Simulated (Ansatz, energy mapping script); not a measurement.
**MnS in the rock-salt structure: J from the energies of magnetic orders**

How strongly do the moments of MnS in the rock-salt structure couple under PBE+U (4.4 eV)? The plan is to run several orders and fit a Heisenberg model.

Calculated with Ansatz 0.2.0; PBE with U = 4.4 eV on Mn d, ortho-atomic projectors; plane waves, U on orthogonalised atomic orbitals unless named otherwise, collinear spin, no spin–orbit coupling.

**Measured values to reproduce.**

“Single-Crystal and Powder Neutron Diffraction Study of FeXMn1-XS Solid Solutions” (2011, arxiv:1108.4537) reports for MnS, rock salt, by X-ray diffraction (single crystal, x = 0): lattice constant a (cubic cell parameter) 5.224 Å at 300 K; ordering temperature (Neel temperature) 150 K.

This is a report of a sequence of runs, with most program output left out.

**1. Starting point**

Symmetry: Fm-3m, No. 225, cubic system. The conventional cell has a = 5.326 Å, b = 5.326 Å, c = 5.326 Å, α = 90.00°, β = 90.00°, γ = 90.00°. Nearest to Mn lie 6 S at 2.66 Å. S has 6 Mn at 2.66 Å nearest. rocksalt prototype, lattice guessed from radii. Farther neighbours and most contacts between anions are not listed.

This cell was built for the study (rocksalt prototype, lattice guessed from radii), not taken from an experiment; the compound need not form in this structure.

The cell was relaxed beforehand in Ansatz under PBE with U = 4.6 eV on Mn d, ortho-atomic projectors, from parallel moments.

The U corrects the self-interaction that lets semilocal functionals spread d and f electrons too far. Its value here is typed, not computed.

**2. Probe run**

One run in the crystal's own cell, under PBEsol with U = 4.4 eV on Mn d, ortho-atomic projectors, shows which elements keep a moment. Transition or f elements with 0.3 μB or more enter the spin model; moments induced on other atoms do not.

input.yaml reads:

```yaml
crystal:
  lattice:
    - [0.0, 2.663168897, 2.663168897]
    - [2.663168897, 0.0, 2.663168897]
    - [2.663168897, 2.663168897, 0.0]
  atoms:
    - { symbol: Mn, position: [0.0, 0.0, 0.0], spin: 4.5 }
    - { symbol: S, position: [0.5, 0.5, 0.5] }
magnetization:
  spin_polarized: true
kpoints:
  mp_grid: { grid: [8, 8, 8] }
hamiltonian:
  xc: pbesol
  hubbard:
    sites: [{ species: Mn, l: d, u_eff: 4.4 }]
    projectors: ortho-atomic
scf:
  occupations: { method: fermi_dirac, width: 0.05 }
output:
  eigenvalues: true
```

Run with:

```bash
$ ansatz run input.yaml --threads 4 --pin off --max-ram 8192MiB --backend cpu --events-out ev --progress --plain --runs-dir out
```

Run time: 1.1 s. Hardware: 4 threads of Arm Neoverse V1, shared host; peak memory 0.31 GiB; 3.2 s of CPU time.

Spin moment in the sphere by atom:

| atom | spin moment in the sphere (μB) |
| --- | --- |
| Mn1 | 4.56 |
| S2 | 0.08 |

The run ends ferromagnetic; Mn carries the moments.

**3. One set of occupation matrices for all orders**

A corrected shell can settle in several orbital fillings. One parallel run, with an occupation width a fifth wider than the orders use, therefore is to supply the occupation matrices. All orders start from them.

input.yaml: that of step 2 with these lines changed.

```diff
@@ -13,3 +13,3 @@
 hamiltonian:
-  xc: pbesol
+  xc: pbe
   hubbard:
@@ -18,3 +18,3 @@
 scf:
-  occupations: { method: fermi_dirac, width: 0.05 }
+  occupations: { method: fermi_dirac, width: 0.048 }
 output:
```

Elapsed: 1 s, on 4 threads; peak memory 0.3 GiB.

This step gave:

| Property | Result |
| --- | --- |
| final state | ferromagnetic |
| electrons in the corrected shells | 5.236 e |
| largest moment | 4.566 μB |

**4. Parallel start in cell A (4 atoms)**

Each cell gets its own parallel run on the same mesh, so that most of the mesh error cancels in the differences.

input.yaml reads:

```yaml
crystal:
  lattice:
    - [0.0, -2.663168897, -2.663168897]
    - [-2.663168897, 0.0, -2.663168897]
    - [2.663168897, 2.663168897, -5.326337794]
  atoms:
    - { symbol: Mn, position: [0.5, 0.5, 0.5], spin: 4.5 }
    - { symbol: Mn, position: [0.0, 0.0, 0.0], spin: 4.5 }
    - { symbol: S, position: [0.75, 0.75, 0.75] }
    - { symbol: S, position: [0.25, 0.25, 0.25] }
magnetization:
  spin_polarized: true
kpoints:
  mp_grid: { grid: [8, 8, 8] }
hamiltonian:
  xc: pbe
  hubbard:
    sites:
      - { species: Mn, l: d, u_eff: 4.4 }
      - { site: 0, l: d, u_eff: 4.4, starting_ns: [{ spin: up, occupation_matrix: mn1_major }, { spin: down, occupation_matrix: mn1_minor }] }
      - { site: 1, l: d, u_eff: 4.4, starting_ns: [{ spin: up, occupation_matrix: mn1_major }, { spin: down, occupation_matrix: mn1_minor }] }
    projectors: ortho-atomic
    occupation_matrices:
      mn1_major:
        matrix:
          - [0.994, 0.0, 0.0, 0.0, 0.0]
          - [0.0, 0.999, 0.0, 0.0, 0.0]
          - [0.0, 0.0, 0.999, 0.0, 0.0]
          - [0.0, 0.0, 0.0, 0.994, 0.0]
          - [0.0, 0.0, 0.0, 0.0, 0.999]
      mn1_minor:
        matrix:
          - [0.095, 0.0, 0.0, 0.0, 0.0]
          - [0.0, 0.021, 0.0, 0.0, 0.0]
          - [0.0, 0.0, 0.021, 0.0, 0.0]
          - [0.0, 0.0, 0.0, 0.095, 0.0]
          - [0.0, 0.0, 0.0, 0.0, 0.021]
scf:
  occupations: { method: fermi_dirac, width: 0.04 }
output:
  eigenvalues: true
  write_density: true
  write_potential: true
  elf: true
  volumetric_format: npy
```

The job ended after 6.1 s (4 threads; peak memory 0.55 GiB).

Spin moment in the sphere by atom:

| atom | spin moment in the sphere (μB) |
| --- | --- |
| Mn1 | 4.57 |
| Mn2 | 4.57 |
| S3 | 0.08 |
| S4 | 0.08 |

The run ends ferromagnetic.

Spin density in the ac plane at fractional y = 0.000, with atoms of Mn within 0.2 Å of it.

Ten even steps from '_' (0.0 e/Å³) to '@' (8.4 e/Å³), each cell a mean:
```
##++::__________________..==
::::..____________________..
____________________________
____________________________
____________________________
____________________________
____________________________
____________________________
____________________________
____________________________
____________________________
____________________________
____________________________
____________________________
____________________________
____________________________
____________________________
____________________________
____________________________
____________________________
____________________________
..______________________..::
++--____________________::++
@@++..__________________::##
```
Columns run along a (3.8 Å), rows up along c (6.5 Å). Atoms in or near the plane, at fractional coordinates: Mn at (0.00, 0.00).

ELF in the ac plane at fractional y = 0.000, with atoms of Mn within 0.2 Å of it. It is the smooth field of the valence electrons, not physical close to the nuclei.

Ten even steps from '0' (0.04) to '9' (0.88), each cell a mean:
```
98621011110258
77521133321135
33211356764112
11012578887521
00013689999752
10013689999874
20003689999985
20001579999986
20000257899875
10000125677764
00000012345432
00111100112210
01344321000000
24577653100000
35789886410000
36899998631000
36899999752000
25899999863000
13689999852100
01368898742000
21136777531122
64112444311256
87411111101478
98620000001379
```
Columns run along a (3.8 Å), rows up along c (6.5 Å). Atoms in or near the plane, at fractional coordinates: Mn at (0.00, 0.00).

**5. Order 2: compensated +−, cell A of 4 atoms**

This order reverses 6 of the 12 neighbours at 3.77 Å, 6 of the 6 neighbours at 5.33 Å and 12 of the 24 neighbours at 6.52 Å, counted for an average magnetic atom.

input.yaml: that of step 4 with these lines changed.

```diff
@@ -7,3 +7,3 @@
     - { symbol: Mn, position: [0.5, 0.5, 0.5], spin: 4.5 }
-    - { symbol: Mn, position: [0.0, 0.0, 0.0], spin: 4.5 }
+    - { symbol: Mn, position: [0.0, 0.0, 0.0], spin: -4.5 }
     - { symbol: S, position: [0.75, 0.75, 0.75] }
@@ -20,3 +20,3 @@
       - { site: 0, l: d, u_eff: 4.4, starting_ns: [{ spin: up, occupation_matrix: mn1_major }, { spin: down, occupation_matrix: mn1_minor }] }
-      - { site: 1, l: d, u_eff: 4.4, starting_ns: [{ spin: up, occupation_matrix: mn1_major }, { spin: down, occupation_matrix: mn1_minor }] }
+      - { site: 1, l: d, u_eff: 4.4, starting_ns: [{ spin: up, occupation_matrix: mn1_minor }, { spin: down, occupation_matrix: mn1_major }] }
     projectors: ortho-atomic
```

It took 5.7 s on 4 threads; peak memory 0.56 GiB; 22 s of CPU time.

Spin moment in the sphere by atom:

| atom | spin moment in the sphere (μB) |
| --- | --- |
| Mn1 | 4.50 |
| Mn2 | -4.50 |
| S3 | 0.00 |
| S4 | 0.00 |

The run ends antiferromagnetic, 31.57 meV a magnetic atom below the parallel order of its cell.

Spin density in the ac plane at fractional y = 0.000, with atoms of Mn within 0.2 Å of it.

Values in e/Å³, 24 rows by 14 columns, each cell a mean:
```
-6.3 -4.6 -1.8 -0.4 -0.1  0.0  0.0  0.0  0.0  0.0 -0.1 -0.3 -1.3 -3.7
-2.4 -2.1 -1.1 -0.3 -0.1  0.0  0.0  0.0  0.0  0.0  0.0 -0.2 -0.5 -1.3
-0.6 -0.6 -0.4 -0.2 -0.1  0.0  0.0  0.0  0.0  0.0  0.0  0.0 -0.1 -0.3
-0.1 -0.2 -0.1 -0.1  0.0  0.0  0.0  0.0  0.0  0.0  0.0  0.0  0.0 -0.1
 0.0 -0.1 -0.1  0.0  0.0  0.0  0.0  0.0  0.0  0.0  0.0  0.0  0.0  0.0
 0.0  0.0  0.0  0.0  0.0  0.0  0.0  0.0  0.0  0.0  0.0  0.0  0.0  0.0
 0.0  0.0  0.0  0.0  0.0  0.0  0.0  0.0  0.0  0.0  0.0  0.0  0.0  0.0
 0.0  0.0  0.0  0.0  0.0  0.0  0.0  0.0  0.0  0.0  0.0  0.0  0.0  0.0
 0.0  0.0  0.0  0.0  0.0  0.0  0.0  0.0  0.0  0.0  0.0  0.0  0.0  0.0
 0.0  0.0  0.0  0.0  0.0  0.0  0.0  0.0  0.0  0.0  0.0  0.0  0.0  0.0
 0.0  0.0  0.0  0.0  0.0  0.0  0.0  0.0  0.0  0.0  0.0  0.0  0.0  0.0
 0.0  0.0  0.0  0.0  0.0  0.0  0.0  0.0  0.0  0.0  0.0  0.0  0.0  0.0
 0.0  0.0  0.0  0.0  0.0  0.0  0.0  0.0  0.0  0.0  0.0  0.0  0.0  0.0
 0.0  0.0  0.0  0.0  0.0  0.0  0.0  0.0  0.0  0.0  0.0  0.0  0.0  0.0
 0.0  0.0  0.0  0.0  0.0  0.0  0.0  0.0  0.0  0.0  0.0  0.0  0.0  0.0
 0.0  0.0  0.0  0.0  0.0  0.0  0.0  0.0  0.0  0.0  0.0  0.0  0.0  0.0
 0.0  0.0  0.0  0.0  0.0  0.0  0.0  0.0  0.0  0.0  0.0  0.0  0.0  0.0
 0.0  0.0  0.0  0.0  0.0  0.0  0.0  0.0  0.0  0.0  0.0  0.0  0.0  0.0
 0.0  0.0  0.0  0.0  0.0  0.0  0.0  0.0  0.0  0.0  0.0  0.0  0.0  0.0
-0.1 -0.1  0.0  0.0  0.0  0.0  0.0  0.0  0.0  0.0  0.0 -0.1 -0.1 -0.1
-0.3 -0.2 -0.1  0.0  0.0  0.0  0.0  0.0  0.0  0.0 -0.1 -0.2 -0.3 -0.4
-1.5 -0.7 -0.3 -0.1  0.0  0.0  0.0  0.0  0.0  0.0 -0.1 -0.4 -1.0 -1.7
-4.9 -2.5 -0.8 -0.2 -0.1  0.0  0.0  0.0  0.0 -0.1 -0.2 -0.6 -2.1 -4.6
-8.3 -4.9 -1.6 -0.3 -0.1  0.0  0.0  0.0  0.0  0.0 -0.1 -0.6 -2.4 -6.3
```
Columns run along a (3.8 Å), rows up along c (6.5 Å). Atoms in or near the plane, at fractional coordinates: Mn at (0.00, 0.00).

ELF in the ac plane at fractional y = 0.000, with atoms of Mn within 0.2 Å of it. It is the smooth field of the valence electrons, not physical close to the nuclei.

Ten even steps from '_' (0.04) to '@' (0.88), each cell a mean:
```
@@%%**::____........__::++%%
####++::....------::....--++
----::....--++**##**==....::
....____::++##%%%%%%##++::..
______..--**%%@@@@@@@@##++::
..____..--**%%@@@@@@@@%%##==
::______--**%%@@@@@@@@@@%%++
::______..++##@@@@@@@@@@%%**
::________::++##%%@@@@%%##++
..________..::++**######**==
____________..::--==++==--::
____........____....::::..__
....--====--::..____________
::==++####**++--..__________
--++##%%@@%%%%**==..________
--**%%@@@@@@@@%%**--..______
--**%%@@@@@@@@@@##++::______
::++%%@@@@@@@@@@%%**::______
..--**%%@@@@@@@@%%++::..____
__..--**%%%%@@%%##==::______
::....--**######++--....::::
**==....::======--....::++**
%%##==..__........__..==##%%
@@%%**::____________..--##@@
```
Columns run along a (3.8 Å), rows up along c (6.5 Å). Atoms in or near the plane, at fractional coordinates: Mn at (0.00, 0.00).

**6. Order 3: parallel, cell B of 4 atoms**

The parallel order again, as the reference for this cell.

This run holds the same structure in another cell (c 6.523 → 5.326 Å, α 73.2 → 90.0°, β 73.2 → 90.0°, γ 60.0 → 90.0°).

input.yaml reads:

```yaml
crystal:
  lattice:
    - [0.0, -2.663168897, -2.663168897]
    - [0.0, 2.663168897, -2.663168897]
    - [5.326337794, 0.0, 0.0]
  atoms:
    - { symbol: Mn, position: [0.5, 0.5, 0.5], spin: 4.5 }
    - { symbol: Mn, position: [0.0, 0.0, 0.0], spin: 4.5 }
    - { symbol: S, position: [0.5, 0.5, 0.0] }
    - { symbol: S, position: [0.0, 0.0, 0.5] }
magnetization:
  spin_polarized: true
kpoints:
  mp_grid: { grid: [7, 7, 5] }
hamiltonian:
  xc: pbe
  hubbard:
    sites:
      - { species: Mn, l: d, u_eff: 4.4 }
      - { site: 0, l: d, u_eff: 4.4, starting_ns: [{ spin: up, occupation_matrix: mn1_major }, { spin: down, occupation_matrix: mn1_minor }] }
      - { site: 1, l: d, u_eff: 4.4, starting_ns: [{ spin: up, occupation_matrix: mn1_major }, { spin: down, occupation_matrix: mn1_minor }] }
    projectors: ortho-atomic
    occupation_matrices:
      mn1_major:
        matrix:
          - [0.994, 0.0, 0.0, 0.0, 0.0]
          - [0.0, 0.999, 0.0, 0.0, 0.0]
          - [0.0, 0.0, 0.999, 0.0, 0.0]
          - [0.0, 0.0, 0.0, 0.994, 0.0]
          - [0.0, 0.0, 0.0, 0.0, 0.999]
      mn1_minor:
        matrix:
          - [0.095, 0.0, 0.0, 0.0, 0.0]
          - [0.0, 0.021, 0.0, 0.0, 0.0]
          - [0.0, 0.0, 0.021, 0.0, 0.0]
          - [0.0, 0.0, 0.0, 0.095, 0.0]
          - [0.0, 0.0, 0.0, 0.0, 0.021]
scf:
  occupations: { method: fermi_dirac, width: 0.04 }
output:
  eigenvalues: true
```

It took 2.8 s on 4 threads; peak memory 0.43 GiB.

The run ends ferromagnetic. For each magnetic atom its energy differs from the parallel run of the first cell by 0.20 meV, an error that one common reference would have brought in.

**7. Compensated +− start in cell B (4 atoms)**

This order reverses 8 of the 12 neighbours at 3.77 Å, 0 of the 6 neighbours at 5.33 Å and 16 of the 24 neighbours at 6.52 Å, counted for an average magnetic atom.

input.yaml: that of step 6 with these lines changed.

```diff
@@ -7,3 +7,3 @@
     - { symbol: Mn, position: [0.5, 0.5, 0.5], spin: 4.5 }
-    - { symbol: Mn, position: [0.0, 0.0, 0.0], spin: 4.5 }
+    - { symbol: Mn, position: [0.0, 0.0, 0.0], spin: -4.5 }
     - { symbol: S, position: [0.5, 0.5, 0.0] }
@@ -20,3 +20,3 @@
       - { site: 0, l: d, u_eff: 4.4, starting_ns: [{ spin: up, occupation_matrix: mn1_major }, { spin: down, occupation_matrix: mn1_minor }] }
-      - { site: 1, l: d, u_eff: 4.4, starting_ns: [{ spin: up, occupation_matrix: mn1_major }, { spin: down, occupation_matrix: mn1_minor }] }
+      - { site: 1, l: d, u_eff: 4.4, starting_ns: [{ spin: up, occupation_matrix: mn1_minor }, { spin: down, occupation_matrix: mn1_major }] }
     projectors: ortho-atomic
```

Elapsed: 2.6 s, on 4 threads; peak memory 0.44 GiB.

The run ends antiferromagnetic, 11.78 meV a magnetic atom below the parallel order of its cell.

**8. Run 5 (parallel; cell C, 6 atoms)**

A new cell needs its own zero of energy.

input.yaml reads:

```yaml
crystal:
  lattice:
    - [0.0, 2.663168897, 2.663168897]
    - [-2.663168897, 0.0, -2.663168897]
    - [-5.326337794, -5.326337794, 5.326337794]
  atoms:
    - { symbol: Mn, position: [0.0, 0.0, 0.0], spin: 4.5 }
    - { symbol: Mn, position: [0.333333333, 0.666666667, 0.666666667], spin: 4.5 }
    - { symbol: Mn, position: [0.666666667, 0.333333333, 0.333333333], spin: 4.5 }
    - { symbol: S, position: [0.666666667, 0.333333333, 0.833333333] }
    - { symbol: S, position: [0.0, 0.0, 0.5] }
    - { symbol: S, position: [0.333333333, 0.666666667, 0.166666667] }
magnetization:
  spin_polarized: true
kpoints:
  mp_grid: { grid: [8, 8, 3] }
hamiltonian:
  xc: pbe
  hubbard:
    sites:
      - { species: Mn, l: d, u_eff: 4.4 }
      - { site: 0, l: d, u_eff: 4.4, starting_ns: [{ spin: up, occupation_matrix: mn1_major }, { spin: down, occupation_matrix: mn1_minor }] }
      - { site: 1, l: d, u_eff: 4.4, starting_ns: [{ spin: up, occupation_matrix: mn1_major }, { spin: down, occupation_matrix: mn1_minor }] }
      - { site: 2, l: d, u_eff: 4.4, starting_ns: [{ spin: up, occupation_matrix: mn1_major }, { spin: down, occupation_matrix: mn1_minor }] }
    projectors: ortho-atomic
    occupation_matrices:
      mn1_major:
        matrix:
          - [0.994, 0.0, 0.0, 0.0, 0.0]
          - [0.0, 0.999, 0.0, 0.0, 0.0]
          - [0.0, 0.0, 0.999, 0.0, 0.0]
          - [0.0, 0.0, 0.0, 0.994, 0.0]
          - [0.0, 0.0, 0.0, 0.0, 0.999]
      mn1_minor:
        matrix:
          - [0.095, 0.0, 0.0, 0.0, 0.0]
          - [0.0, 0.021, 0.0, 0.0, 0.0]
          - [0.0, 0.0, 0.021, 0.0, 0.0]
          - [0.0, 0.0, 0.0, 0.095, 0.0]
          - [0.0, 0.0, 0.0, 0.0, 0.021]
scf:
  occupations: { method: fermi_dirac, width: 0.04 }
output:
  eigenvalues: true
```

The job ended after 5 s (4 threads; peak memory 0.56 GiB).

The run ends ferromagnetic. For each magnetic atom its energy differs from the parallel run of the first cell by 0.01 meV, an error that one common reference would have brought in.

**9. Order 6: uncompensated ++−, cell C of 6 atoms**

This order reverses 4 of the 12 neighbours at 3.77 Å, 4 of the 6 neighbours at 5.33 Å and 12 of the 24 neighbours at 6.52 Å, counted for an average magnetic atom.

input.yaml: that of step 8 with these lines changed.

```diff
@@ -8,3 +8,3 @@
     - { symbol: Mn, position: [0.333333333, 0.666666667, 0.666666667], spin: 4.5 }
-    - { symbol: Mn, position: [0.666666667, 0.333333333, 0.333333333], spin: 4.5 }
+    - { symbol: Mn, position: [0.666666667, 0.333333333, 0.333333333], spin: -4.5 }
     - { symbol: S, position: [0.666666667, 0.333333333, 0.833333333] }
@@ -23,3 +23,3 @@
       - { site: 1, l: d, u_eff: 4.4, starting_ns: [{ spin: up, occupation_matrix: mn1_major }, { spin: down, occupation_matrix: mn1_minor }] }
-      - { site: 2, l: d, u_eff: 4.4, starting_ns: [{ spin: up, occupation_matrix: mn1_major }, { spin: down, occupation_matrix: mn1_minor }] }
+      - { site: 2, l: d, u_eff: 4.4, starting_ns: [{ spin: up, occupation_matrix: mn1_minor }, { spin: down, occupation_matrix: mn1_major }] }
     projectors: ortho-atomic
```

Wall time 5 s (4 threads); peak memory 0.58 GiB.

The run ends ferrimagnetic, 25.24 meV a magnetic atom below the parallel order of its cell.

**10. Order 7: parallel, cell D of 6 atoms**

This run holds the same structure in another cell (b 3.766 → 5.326 Å, c 9.225 → 6.523 Å, α 90.0 → 114.1°, β 90.0 → 106.8°, γ 120.0 → 90.0°).

input.yaml reads:

```yaml
crystal:
  lattice:
    - [0.0, -2.663168897, -2.663168897]
    - [-5.326337794, 0.0, 0.0]
    - [2.663168897, 5.326337794, -2.663168897]
  atoms:
    - { symbol: Mn, position: [0.666666667, 0.666666667, 0.333333333], spin: 4.5 }
    - { symbol: Mn, position: [0.333333333, 0.333333333, 0.666666667], spin: 4.5 }
    - { symbol: Mn, position: [0.0, 0.0, 0.0], spin: 4.5 }
    - { symbol: S, position: [0.666666667, 0.166666667, 0.333333333] }
    - { symbol: S, position: [0.333333333, 0.833333333, 0.666666667] }
    - { symbol: S, position: [0.0, 0.5, 0.0] }
magnetization:
  spin_polarized: true
kpoints:
  mp_grid: { grid: [7, 7, 7] }
hamiltonian:
  xc: pbe
  hubbard:
    sites:
      - { species: Mn, l: d, u_eff: 4.4 }
      - { site: 0, l: d, u_eff: 4.4, starting_ns: [{ spin: up, occupation_matrix: mn1_major }, { spin: down, occupation_matrix: mn1_minor }] }
      - { site: 1, l: d, u_eff: 4.4, starting_ns: [{ spin: up, occupation_matrix: mn1_major }, { spin: down, occupation_matrix: mn1_minor }] }
      - { site: 2, l: d, u_eff: 4.4, starting_ns: [{ spin: up, occupation_matrix: mn1_major }, { spin: down, occupation_matrix: mn1_minor }] }
    projectors: ortho-atomic
    occupation_matrices:
      mn1_major:
        matrix:
          - [0.994, 0.0, 0.0, 0.0, 0.0]
          - [0.0, 0.999, 0.0, 0.0, 0.0]
          - [0.0, 0.0, 0.999, 0.0, 0.0]
          - [0.0, 0.0, 0.0, 0.994, 0.0]
          - [0.0, 0.0, 0.0, 0.0, 0.999]
      mn1_minor:
        matrix:
          - [0.095, 0.0, 0.0, 0.0, 0.0]
          - [0.0, 0.021, 0.0, 0.0, 0.0]
          - [0.0, 0.0, 0.021, 0.0, 0.0]
          - [0.0, 0.0, 0.0, 0.095, 0.0]
          - [0.0, 0.0, 0.0, 0.0, 0.021]
scf:
  occupations: { method: fermi_dirac, width: 0.04 }
output:
  eigenvalues: true
```

The job ended after 12 s (4 threads; peak memory 0.81 GiB).

The run ends ferromagnetic. For each magnetic atom its energy differs from the parallel run of the first cell by 0.01 meV, an error that one common reference would have brought in.

(Part 1 of 2 ends here.)

[Logs and program files are shortened in this print: banners, set-up blocks, solver, clock and traceback lines can be left out without a mark of their own.]

[Logs are printed without paths, hosts, clocks, repeated set-up lines and the standing remarks that a program may print on its own settings, such as how far it seeks lower states.]

[Hosts, paths, dates, database ids (printed as entryN), source tags and the programs' standing remarks are cut or masked in the printed files.]

[Where a cell is said to come from a database of computed structures, the database is the Materials Project.]
